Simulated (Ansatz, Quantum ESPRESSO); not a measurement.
# Evanescent states of NaF, rock salt type, lattice constant set to 4.746 Å, part 3 of 3

Aim: how fast states decay in the gap of NaF, rock salt type, lattice constant set to 4.746 Å.

Quantum ESPRESSO 7.5; plane-wave DFT, PBEsol, GBRV ultrasoft pseudopotentials; cross-check by Ansatz 0.2.0 with PAW datasets.

So far. Step 2 (Self-consistent run): The run needed 9 iterations to bring the estimated error under 1e-09 Ry.

The structure was built from a prototype and need not be the compound's stable phase.

**4. Complex band structure, with nz1 = 11**

Level of this step: complex band structure by pwcond; plane-wave DFT, PBEsol, GBRV ultrasoft pseudopotentials (Quantum ESPRESSO).

How much does a setting matter? One run is repeated with a change.

Contents of cbs.w.in:

```
&inputcond
  outdir = './out'
  prefixl = 'scf'
  band_file = 'cbs.w'
  ikind = 0
  ewind = 4.0
  epsproj = 1e-05
  nz1 = 11
  energy0 = 8.96
  denergy = -0.28
/
4
  0.00000000 0.00000000 1.00000000
  0.50000000 0.00000000 1.00000000
  0.50000000 0.50000000 1.00000000
  0.25000000 0.00000000 1.00000000
40
```

Command:

```console
OMP_NUM_THREADS=1 mpirun -n 2 pwcond.x -in cbs.w.in > cbs.w.out
```

Numbers of over 12 decimals in the logs are rounded to 6 here.

Log:

```text
[banner, memory and clock lines left out]
Program PWCOND v.7.5 starts
[citation notice left out]

[...]
./out/scf.save/

     IMPORTANT: XC functional enforced from input :
     Exchange-correlation= PBESOL
                           (   1   4  10   8   0   0   0)
     Any further DFT definition will be discarded
     Please, verify this is what you really want

     Reading collected, re-writing distributed wavefunctions

===== INPUT FILE containing the left lead =====

     GEOMETRY:

     lattice parameter (alat)  =       6.3418  a.u.
     the volume                =     360.7030 (a.u.)^3
     the cross section         =      40.2183 (a.u.)^2
     l of the unit cell        =       1.4142 (alat)
     number of atoms/cell      =            4
     number of atomic types    =            2

     crystal axes: (cart. coord. in units of alat)
               a(1) = (  1.0000  0.0000  0.0000 )
               a(2) = (  0.0000  1.0000  0.0000 )
               a(3) = (  0.0000  0.0000  1.4142 )

   Cartesian axes

     site n.     atom                  positions (alat units)
          1        Na     tau(  1)=(  0.0000  0.0000  1.4142  )
          2        F      tau(  2)=(  0.5000  0.5000  1.4142  )
          3        Na     tau(  3)=(  0.5000  0.5000  0.7071  )
          4        F      tau(  4)=(  0.0000  0.0000  0.7071  )

     nr1s                      =           25
     nr2s                      =           25
     nr3s                      =           40
     nr1sx                     =           25
     nr2sx                     =           25
     nr3sx                     =           40
     nr1                       =           30
     nr2                       =           30
     nr3                       =           45
     nr1x                      =           30
     nr2x                      =           30
     nr3x                      =           45

 _______________________________
  Radii of nonlocal spheres:

     type       ibeta     ang. mom.          radius (alat units)
       Na         1         0                    0.3182
       Na         2         0                    0.3182
       Na         3         1                    0.3182
       Na         4         1                    0.3182
       Na         5         2                    0.3182
       F          1         0                    0.2226
       F          2         0                    0.2226
       F          3         1                    0.2226
       F          4         1                    0.2226
----- General information -----

----- Complex band structure calculation -----

     nrx                       =           25
     nry                       =           25
     nz1                       =           11

     energy0               =         9.0E+00
     denergy               =        -2.8E-01
     nenergy               =         40
     ecut2d                =         4.0E+01
     ewind                 =         4.0E+00
     epsproj               =         1.0E-05

     number of k_|| points=    4
                       cryst. coord.
        k(    1) = (   0.0000000   0.0000000), wk =   0.2500000
        k(    2) = (   0.5000000   0.0000000), wk =   0.2500000
        k(    3) = (   0.5000000   0.5000000), wk =   0.2500000
        k(    4) = (   0.2500000   0.0000000), wk =   0.2500000
----- Information about left lead -----

     nocros                   =           21
     noins                    =           21
     norb                     =           63
     norbf                    =           63
     nrz                      =           40

      iorb      type   ibeta   ang. mom.   m       position (alat)
        1        1       1        0        1   taunew(   1)=(  0.0000  0.0000  0.0000)
        2        1       2        0        1   taunew(   2)=(  0.0000  0.0000  0.0000)
[...]
63        2       4        1        3   taunew(  63)=(  0.5000  0.5000  1.4142)
    k slab    z(k)  z(k+1)     crossing(iorb=1,norb)
    1   0.0000 0.0354 0.0354   111111111111111111111000000000000000000000000000000000000000000
    2   0.0354 0.0707 0.0354   111111111111111111111000000000000000000000000000000000000000000
[...]
40   1.3789 1.4142 0.0354   000000000000000000000000000000000000000000111111111111111111111
 ngper, shell number =          129          21
 ngper, n2d =          129          81
---  E-Ef =    8.9600000  k =    0.0000000   0.0000000
---  ie =          1  ik =          1
 Nchannels of the left tip =            1
 Right moving states:
   k1(2pi/a)   k2(2pi/a)   E-Ef (eV)
  -0.3975765   0.0000000   8.9600000
 Left moving states:
   k1(2pi/a)   k2(2pi/a)   E-Ef (eV)
   0.3975765   0.0000000   8.9600000

---  E-Ef =    8.6800000  k =    0.0000000   0.0000000
---  ie =          2  ik =          1
 Nchannels of the left tip =            1
 Right moving states:
   k1(2pi/a)   k2(2pi/a)   E-Ef (eV)
  -0.4314774   0.0000000   8.6800000
 Left moving states:
   k1(2pi/a)   k2(2pi/a)   E-Ef (eV)
   0.4314774   0.0000000   8.6800000
[... further energies and points left out ...]
---  E-Ef =   -1.6800000  k =    0.2500000   0.0000000
---  ie =         39  ik =          4
 Nchannels of the left tip =            0
 Right moving states:
   k1(2pi/a)   k2(2pi/a)   E-Ef (eV)
 Left moving states:
   k1(2pi/a)   k2(2pi/a)   E-Ef (eV)

---  E-Ef =   -1.9600000  k =    0.2500000   0.0000000
---  ie =         40  ik =          4
 Nchannels of the left tip =            0
 Right moving states:
   k1(2pi/a)   k2(2pi/a)   E-Ef (eV)
 Left moving states:
   k1(2pi/a)   k2(2pi/a)   E-Ef (eV)

[...]
```

Elapsed: 2.5 min, on 2 MPI ranks of Arm Neoverse N1, shared host; peak memory 0.12 GiB; 4.6 min of CPU time.

Beside the run it was changed from:

| quantity | this run | unchanged run | difference |
| --- | --- | --- | --- |
| peak of the smallest κ at the zone centre (Å⁻¹) | 0.511 | 0.51 | 0.0010 |
| wall time (s) | 148 | 120 |  |

The physical values in this table move by up to 0.2 %.

**5. Cross-check with Ansatz**

As a check, the same structure is run in Ansatz.

Level of this step: plane-wave DFT, PBEsol, Ansatz PAW (Ansatz 0.2.0).

Contents of input.yaml:

```yaml
crystal:
  lattice:
    - [3.3559287835, 0.0, 0.0]
    - [0.0, 3.3559287835, 0.0]
    - [0.0, 0.0, 4.746]
  atoms:
    - { symbol: Na, position: [0.0, 0.0, 0.0] }
    - { symbol: F, position: [0.5, 0.5, 0.0] }
    - { symbol: Na, position: [0.5, 0.5, 0.5] }
    - { symbol: F, position: [0.0, 0.0, 0.5] }
kpoints:
  mp_grid: { grid: [8, 8, 6] }
hamiltonian:
  xc: pbesol
scf:
  occupations: { method: fixed }
  convergence: { dr2_threshold: 1.0e-09 }
output:
  transmission:
    leads: [[0, 0]]
    kpoints: [[0, 0], [0.5, 0], [0.5, 0.5], [0.25, 0]]
    e_range: [-1.96, 8.96]
    de: 0.28
```

Command:

```console
ansatz run input.yaml --threads 2 --pin off --max-ram 4096MiB --backend cpu --events-out ev --progress --plain --runs-dir out
```

Log:

```text
Engine: ansatz 0.2.0, aarch64-unknown-linux-gnu
Pseudopotentials: kind: paw
Pseudopotential: Na, paw, valence charge 9, recommended cutoff 420 eV (normal), Na.paw.azcp
Pseudopotential: F, paw, valence charge 7, recommended cutoff 420 eV (normal), F.paw.azcp
Functional definition: PBEsol
  exchange = pbesol_x
  correlation = pbesol_c
Crystal: 4 atoms, lattice volume = 53.451 Å³
Basis set: ecut = 420 eV, 1055 PW (Γ)
Bands: 20, of which v1, the nominal top of the filled ones, is band 16 counted from 1 (15 counted from 0)
Symmetry: 32 space group operations
Space group: Fm-3m (ITA 225), of the structure as read, at distance tolerance 3.8e-5 Å
k-points: 60 of 384
Non-local potential: Na, projectors of the file, l = 0: 3, l = 1: 2, l = 2: 1
Non-local potential: F, projectors of the file, l = 0: 2, l = 1: 2, l = 2: 1
PAW form: soft (Blöchl's): semilocal exchange-correlation on the pseudo side does not see the compensation charge
PAW frozen core: Na, regenerated for the run's functional, and the local potential with it (the file was generated under x = pbe(κ = 0.804, μ = 0.219515), c = pbe(β = 0.066725))
PAW frozen core: F, regenerated for the run's functional, and the local potential with it (the file was generated under x = pbe(κ = 0.804, μ = 0.219515), c = pbe(β = 0.066725))
PAW one-centre angular grid: Na, 110 points (default); XC on 64 Gauss nodes
PAW one-centre angular grid: F, 110 points (default); XC on 64 Gauss nodes
Initial density: superposition of atomic densities (neutral atoms: chi_scale 0, normalization atom), corrected by the library's trained network
Initial wavefunctions: pseudopotential atomic-orbital guess
Functional: x = pbesol(κ = 0.804, μ = 0.123457), c = pbesol(β = 0.046)
SCF iter   1: F=—  HF=-4557.819560 eV  |F-HF|=—  |Δ(HF+E_count)|=         —  Δρ=1.16e-2  dr2=4.38e-2  ethr=1.77e-3  ⟨swp⟩=4.3  Hψ=4646  notcnv=0  defer=105
preconditioner: auto → none  [insulator: Δε(μ)=5.671 eV  Ē_g=22.573 eV  n_scr=14 (ndim 8)  ℏωp=26.9 eV  f_vac=0.137  ε∞_Penn≈2.4]
SCF iter   2: F=—  HF=-4557.809173 eV  |F-HF|=—  |Δ(HF+E_count)|=   1.04e-2  Δρ=6.06e-3  dr2=1.14e-2  ethr=1.37e-4  ⟨swp⟩=2.0  Hψ=2329  notcnv=0  defer=115
SCF iter   3: F=—  HF=-4557.805756 eV  |F-HF|=—  |Δ(HF+E_count)|=   3.42e-3  Δρ=3.75e-4  dr2=2.86e-5  ethr=3.57e-5  ⟨swp⟩=2.0  Hψ=1709  notcnv=0  defer=110
SCF iter   4: F=—  HF=-4557.805772 eV  |F-HF|=—  |Δ(HF+E_count)|=   1.55e-5  Δρ=7.03e-5  dr2=1.31e-6  ethr=8.94e-8  ⟨swp⟩=2.0  Hψ=1800  notcnv=0  defer=35
SCF iter   5: F=—  HF=-4557.805776 eV  |F-HF|=—  |Δ(HF+E_count)|=   3.93e-6  Δρ=2.15e-5  dr2=1.53e-7  ethr=4.10e-9  ⟨swp⟩=2.0  Hψ=2036  notcnv=0
SCF iter   6: F=—  HF=-4557.805776 eV  |F-HF|=—  |Δ(HF+E_count)|=   5.25e-8  Δρ=2.27e-6  dr2=1.31e-9  ethr=4.77e-10  ⟨swp⟩=2.2  Hψ=1886  notcnv=0
SCF iter   7: F=-4557.805776 eV  HF=-4557.805776 eV  |F-HF|=9.09e-12  |Δ(HF+E_count)|=   1.81e-9  Δρ=1.23e-7  dr2=2.88e-12  ethr=3.13e-12  ⟨swp⟩=3.3  Hψ=3412  notcnv=0
SCF 1 converged in 7 iterations: F = -4557.805776 eV  dr2 = 2.88e-12
  greatest PAW one-centre occupation: 0.999 electrons in one spin orbital (limit 2), on the Na atom at site 2 (counted from 0), in its partial waves of l = 0
transmission: 8 of 32 steps passed
transmission: 16 of 32 steps passed
transmission: 24 of 32 steps passed
transmission: 32 of 32 steps passed
SCF converged after 7 iterations
Free energy (F): -4557.805776 eV
Harris-Foulkes:  -4557.805776 eV  (|F-HF|=9.09e-12)
Internal energy: -4557.805776 eV  (E = F + TS)
E sigma→0 (E₀):  -4557.805776 eV
Fermi energy:    0.425868 eV
--- Per-component energies (eV) ---
  E_band       = -484.509857
  E_kinetic    = 655.429616
  E_local      = -3470.377359  (includes V_loc(G=0)·N_el)
  E_nonlocal   = 379.288924
  E_hartree    = 1232.210711
  E_xc         = -235.688834
  E_vxc        = -304.208722  (∫ρ·V_xc dr)
  E_paw        = -893.875508  (= ΣΔE_a)
  E_vpaw       = -209.068315  (= ΣTr[D̂ρ^β])
  E_aug_tail   = 0.004641  (compensation charges beyond the density's cutoff)
  E_ewald      = -2224.992239
  E_core_change = 0.194273  (= ΣΔE_core)
  E_smearing   = -0.000000  (= −TS)
  E_closure    = -0.000000  (closes the sum)
  Σ components = -4557.805776   (vs F -4557.805776, Δ=0.00e0)
--- Band table (eV; the first three rows and the last of 60) ---
  k-point 0: bands = [... 12 lower, 0.0499, 0.4253, 0.4259, 0.4259, 6.2522, 12.8443, 13.2844, 13.2982]
  k-point 1: bands = [... 12 lower, 0.0730, 0.2713, 0.3984, 0.3984, 6.5700, 11.4446, 13.4660, 14.8098]
  k-point 2: bands = [... 12 lower, 0.1379, 0.1379, 0.3250, 0.3250, 7.4095, 9.9470, 14.0095, 16.1503]
  k-point 59: bands = [... 12 lower, -0.3833, -0.3833, -0.0932, -0.0932, 13.0063, 13.0063, 13.0063, 13.0063]
--- Transmission ---
  basis      : 97 plane waves across, 8 finite elements along
  points     : 4, as listed
  energies   : 40 from -1.960000 to 8.960000 eV about the Fermi level, 0.280000 eV apart; the leads are filled to 2.913144 eV, and channels, transmission and decay are at 2.800000 eV
  crystal 0  : Na2F2, at the sites [0, 0], period 4.7460 Å: whole cells are its period
    offset         : up to 0.0000 Å between an atom of the period and one for which it stands
    channels       : 0.000000e0 a spin
    conductance    : none, the energies end too early or step too widely for 300 K: set another output.transmission.e_range or a lower de, or, where they end at an eighth of basis.ecutwfc, a higher one
    slowest decay  : 0.5100 /Å at (0.0000, 0.0000)
```

The job ended after 29 s (2 threads; peak memory 0.31 GiB; 28 s of CPU time).

This step gave:

```
free energy                                      : -4557.8058 eV
gap by band count                                : 5.826 eV
symmetry operations                              : 32
slowest decay at the grid energy nearest mid-gap : 0.51 Å⁻¹
peak of the smallest κ at the zone centre        : 0.5127 Å⁻¹
peak of the smallest κ at (1/4, 0)               : 0.8301 Å⁻¹
valence top, on the run's zero                   : 0.4259 eV
```

K across = (0, 0) in the cell's reciprocal vectors; values within 0.0025 1/Å of each other count once, columns are sorted by size at each energy, a dash where no further value was kept. The Im kz of the slowest decaying states by energy, zero at the highest filled level of the SCF mesh:

| energy (eV) | decay 1 (Å⁻¹) | decay 2 (Å⁻¹) | decay 3 (Å⁻¹) |
| --- | --- | --- | --- |
| -1.96 | 0.730 | - | - |
| -1.68 | 0.661 | 1.40 | - |
| -1.40 | 0.557 | 1.24 | - |
| -1.12 | 0.670 | 1.08 | - |
| -0.84 | 0.782 | 0.882 | - |
| -0.56 | 0.586 | 0.842 | - |
| -0.28 | 0.882 | - | - |
| 0.00 | 0.0177 | 0.0222 | 0.913 |
| 0.28 | 0.267 | 0.615 | 0.937 |
| 0.56 | 0.355 | 0.796 | 0.957 |
| 1.12 | 0.448 | 0.986 | - |
| 1.40 | 0.474 | 0.998 | 1.05 |
| 1.68 | 0.493 | 1.01 | 1.09 |
| 1.96 | 0.505 | 1.02 | 1.13 |
| 2.24 | 0.511 | 1.02 | 1.16 |
| 2.52 | 0.513 | 1.03 | 1.19 |
| 2.80 | 0.510 | 1.03 | 1.21 |
| 3.08 | 0.503 | 1.04 | 1.22 |
| 3.36 | 0.492 | 1.04 | 1.24 |
| 3.64 | 0.477 | 1.04 | 1.25 |
| 3.92 | 0.458 | 1.04 | 1.26 |
| 4.20 | 0.434 | 1.04 | 1.27 |
| 4.48 | 0.404 | 1.04 | 1.28 |
| 4.76 | 0.368 | 1.04 | 1.29 |
| 5.04 | 0.323 | 1.04 | 1.29 |
| 5.32 | 0.264 | 1.04 | 1.30 |
| 5.60 | 0.180 | 1.04 | 1.30 |
| 5.88 | 1.04 | 1.30 | 1.36 |
| 6.44 | 1.03 | 1.30 | 1.31 |
| 6.72 | 1.03 | 1.28 | 1.30 |
| 7.00 | 1.02 | 1.25 | 1.30 |
| 7.28 | 1.02 | 1.22 | 1.30 |
| 7.56 | 1.02 | 1.19 | 1.30 |
| 7.84 | 1.01 | 1.16 | 1.29 |
| 8.12 | 1.01 | 1.12 | 1.29 |
| 8.40 | 1.000 | 1.09 | 1.29 |
| 8.68 | 0.994 | 1.05 | 1.28 |
| 8.96 | 0.988 | 1.02 | 1.28 |

K across = (0, 0) in the cell's reciprocal vectors. The Re kz of states that move upwards by energy, zero at the highest filled level of the SCF mesh:

| energy (eV) | channel 1 (Å⁻¹) | channel 2 = channel 3 (Å⁻¹) |
| --- | --- | --- |
| -1.96 | - | - |
| -1.68 | - | - |
| -1.40 | - | - |
| -1.12 | 0.333 | - |
| -0.84 | 0.656 | - |
| -0.56 | -0.479 | - |
| -0.28 | -0.308 | 0.465 |
| 0.00 | - | - |
| 0.28 | - | - |
| 0.56 | - | - |
| 1.12 | - | - |
| 1.40 | - | - |
| 1.68 | - | - |
| 1.96 | - | - |
| 2.24 | - | - |
| 2.52 | - | - |
| 2.80 | - | - |
| 3.08 | - | - |
| 3.36 | - | - |
| 3.64 | - | - |
| 3.92 | - | - |
| 4.20 | - | - |
| 4.48 | - | - |
| 4.76 | - | - |
| 5.04 | - | - |
| 5.32 | - | - |
| 5.60 | - | - |
| 5.88 | 0.0897 | - |
| 6.44 | 0.312 | - |
| 6.72 | 0.383 | - |
| 7.00 | 0.445 | - |
| 7.28 | 0.502 | - |
| 7.56 | 0.556 | - |
| 7.84 | 0.607 | - |
| 8.12 | 0.657 | - |
| 8.40 | -0.620 | - |
| 8.68 | -0.574 | - |
| 8.96 | -0.529 | - |

K across = (1/2, 0) in the cell's reciprocal vectors; values within 0.0025 1/Å of each other count once, columns are sorted by size at each energy, a dash where no further value was kept. The Im kz of the slowest decaying states by energy, zero at the highest filled level of the SCF mesh:

| energy (eV) | decay 1 (Å⁻¹) | decay 2 (Å⁻¹) | decay 3 (Å⁻¹) |
| --- | --- | --- | --- |
| -1.96 | 0.505 | - | - |
| -1.68 | 0.353 | - | - |
| -1.12 | 1.48 | - | - |
| -0.84 | 0.207 | 1.39 | - |
| -0.56 | 0.113 | 1.26 | - |
| 0.00 | 0.419 | 1.16 | - |
| 0.28 | 0.610 | 1.33 | - |
| 0.56 | 0.744 | 1.42 | - |
| 1.12 | 0.947 | 1.41 | - |
| 1.40 | 1.03 | 1.35 | - |
| 1.68 | 1.09 | 1.30 | - |
| 2.24 | 1.19 | 1.22 | - |
| 2.52 | 1.19 | 1.22 | - |
| 2.80 | 1.17 | 1.24 | - |
| 3.36 | 1.14 | 1.26 | - |
| 3.64 | 1.12 | 1.27 | - |
| 4.20 | 1.10 | 1.27 | - |
| 4.48 | 1.09 | 1.27 | - |
| 4.76 | 1.08 | 1.27 | - |
| 5.32 | 1.05 | 1.26 | - |
| 5.60 | 1.04 | 1.25 | - |
| 5.88 | 1.02 | 1.25 | - |
| 6.44 | 0.987 | 1.24 | - |
| 6.72 | 0.966 | 1.23 | - |
| 7.00 | 0.942 | 1.23 | - |
| 7.56 | 0.884 | 1.23 | - |
| 7.84 | 0.846 | 1.24 | - |
| 8.12 | 0.802 | 1.26 | - |
| 8.68 | 0.684 | 1.32 | - |
| 8.96 | 0.603 | 1.41 | - |

K across = (1/2, 1/2) in the cell's reciprocal vectors; values within 0.0025 1/Å of each other count once, columns are sorted by size at each energy, a dash where no further value was kept. Table of Im kz of the slowest decaying states by energy, zero at the highest filled level of the SCF mesh:

| energy (eV) | decay 1 (Å⁻¹) | decay 2 (Å⁻¹) |
| --- | --- | --- |
| -1.96 | 0.809 | 0.819 |
| -1.40 | 0.447 | 0.711 |
| -0.84 | 0.512 | - |
| -0.28 | 0.264 | 0.314 |
| 0.00 | 0.491 | 0.522 |
| 0.56 | 0.680 | 0.699 |
| 1.12 | 0.759 | 0.813 |
| 1.68 | 0.807 | 0.887 |
| 2.24 | 0.838 | 0.939 |
| 2.80 | 0.859 | 0.976 |
| 3.36 | 0.872 | 1.00 |
| 3.64 | 0.876 | 1.01 |
| 4.20 | 0.880 | 1.03 |
| 4.76 | 0.879 | 1.04 |
| 5.32 | 0.874 | 1.05 |
| 5.88 | 0.865 | 1.05 |
| 6.44 | 0.851 | 1.05 |
| 7.00 | 0.834 | 1.05 |
| 7.28 | 0.823 | 1.05 |
| 7.84 | 0.799 | 1.04 |
| 8.40 | 0.770 | 1.04 |
| 8.96 | 0.736 | 1.03 |

K across = (1/4, 0) in the cell's reciprocal vectors; values within 0.0025 1/Å of each other count once, columns are sorted by size at each energy, a dash where no further value was kept. The Im kz of the slowest decaying states by energy, zero at the highest filled level of the SCF mesh:

| energy (eV) | decay 1 (Å⁻¹) | decay 2 (Å⁻¹) | decay 3 (Å⁻¹) |
| --- | --- | --- | --- |
| -1.96 | 0.622 | - | - |
| -1.68 | 0.523 | - | - |
| -1.12 | 1.33 | 1.40 | - |
| -0.84 | 0.106 | 1.07 | 1.32 |
| -0.56 | 0.0754 | 0.747 | 1.24 |
| 0.00 | 0.317 | 0.396 | 1.14 |
| 0.28 | 0.530 | 0.766 | 1.11 |
| 0.56 | 0.647 | 0.931 | 1.09 |
| 1.12 | 0.785 | 1.08 | 1.11 |
| 1.40 | 0.830 | 1.08 | 1.16 |
| 1.68 | 0.805 | 0.926 | 1.07 |
| 2.24 | 0.761 | 1.07 | 1.07 |
| 2.52 | 0.751 | 1.07 | 1.11 |
| 2.80 | 0.741 | 1.07 | 1.15 |
| 3.36 | 0.717 | 1.07 | 1.21 |
| 3.64 | 0.703 | 1.07 | 1.23 |
| 4.20 | 0.667 | 1.07 | 1.27 |
| 4.48 | 0.645 | 1.07 | 1.29 |
| 4.76 | 0.619 | 1.06 | 1.31 |
| 5.32 | 0.557 | 1.06 | 1.35 |
| 5.60 | 0.519 | 1.05 | 1.37 |
| 5.88 | 0.475 | 1.05 | 1.41 |
| 6.44 | 0.359 | 1.04 | 1.40 |
| 6.72 | 0.276 | 1.03 | 1.39 |
| 7.00 | 0.145 | 1.02 | 1.39 |
| 7.56 | 1.01 | 1.38 | 1.39 |
| 7.84 | 1.000 | 1.36 | 1.38 |
| 8.12 | 0.990 | 1.32 | 1.37 |
| 8.68 | 0.968 | 1.24 | 1.36 |
| 8.96 | 0.954 | 1.20 | 1.36 |

**6. By hand**

T falls as exp(−2κd). With κ = 0.505 1/Å, 10 Å of barrier pass exp(−2 × 0.505 × 10) = 4.1e-5 of that channel, interfaces aside.

**7. Outcome**

* gap on the SCF mesh: 5.80 eV
* smallest κ at mid-gap among the four k points, at the zone centre: 0.505 Å⁻¹
* peak of the smallest κ in the stop band at the zone centre: 0.510 Å⁻¹
* peak of the smallest κ in the stop band at (1/4, 0): 0.827 Å⁻¹
* energy of the peak at the zone centre, over the highest filled level: 2.52 eV
* peak at the zone centre by Ansatz: 0.513 Å⁻¹

With a gap of 5.80 eV on the mesh, the smallest κ at mid-gap among the four k points, at the zone centre is 0.505 Å⁻¹ (PBEsol, GBRV ultrasoft). For a barrier with the Fermi level at mid-gap the slowest state found, at the zone centre, loses a factor of ten in probability every 2.3 Å or so. Stop bands away from the zone centre are mostly wider than the gap, so their peaks can lie above the conduction bottom. At the zone centre pwcond's peak is 0.510 and Ansatz's 0.513 1/Å, 1 % apart. The cell is the a/√2 one, turned by 45°, with two primitive cells, so X along [001] folds onto kz = 0. A semilocal gap is too small, often by a third to a half and by more in narrow-gap crystals, so real barriers decay faster.

[Logs are printed without paths, hosts, clocks, repeated set-up lines and the standing remarks that a program may print on its own settings, such as how far it seeks lower states.]

[Hosts, paths, dates, database ids (printed as entryN), source tags and the programs' standing remarks are cut or masked in the printed files.]

[Maps of the electrostatic potential energy from Ansatz leave out the sawtooth potential of an applied field or a dipole correction, so their vacuum need not be flat; planar profiles and work functions include it.]
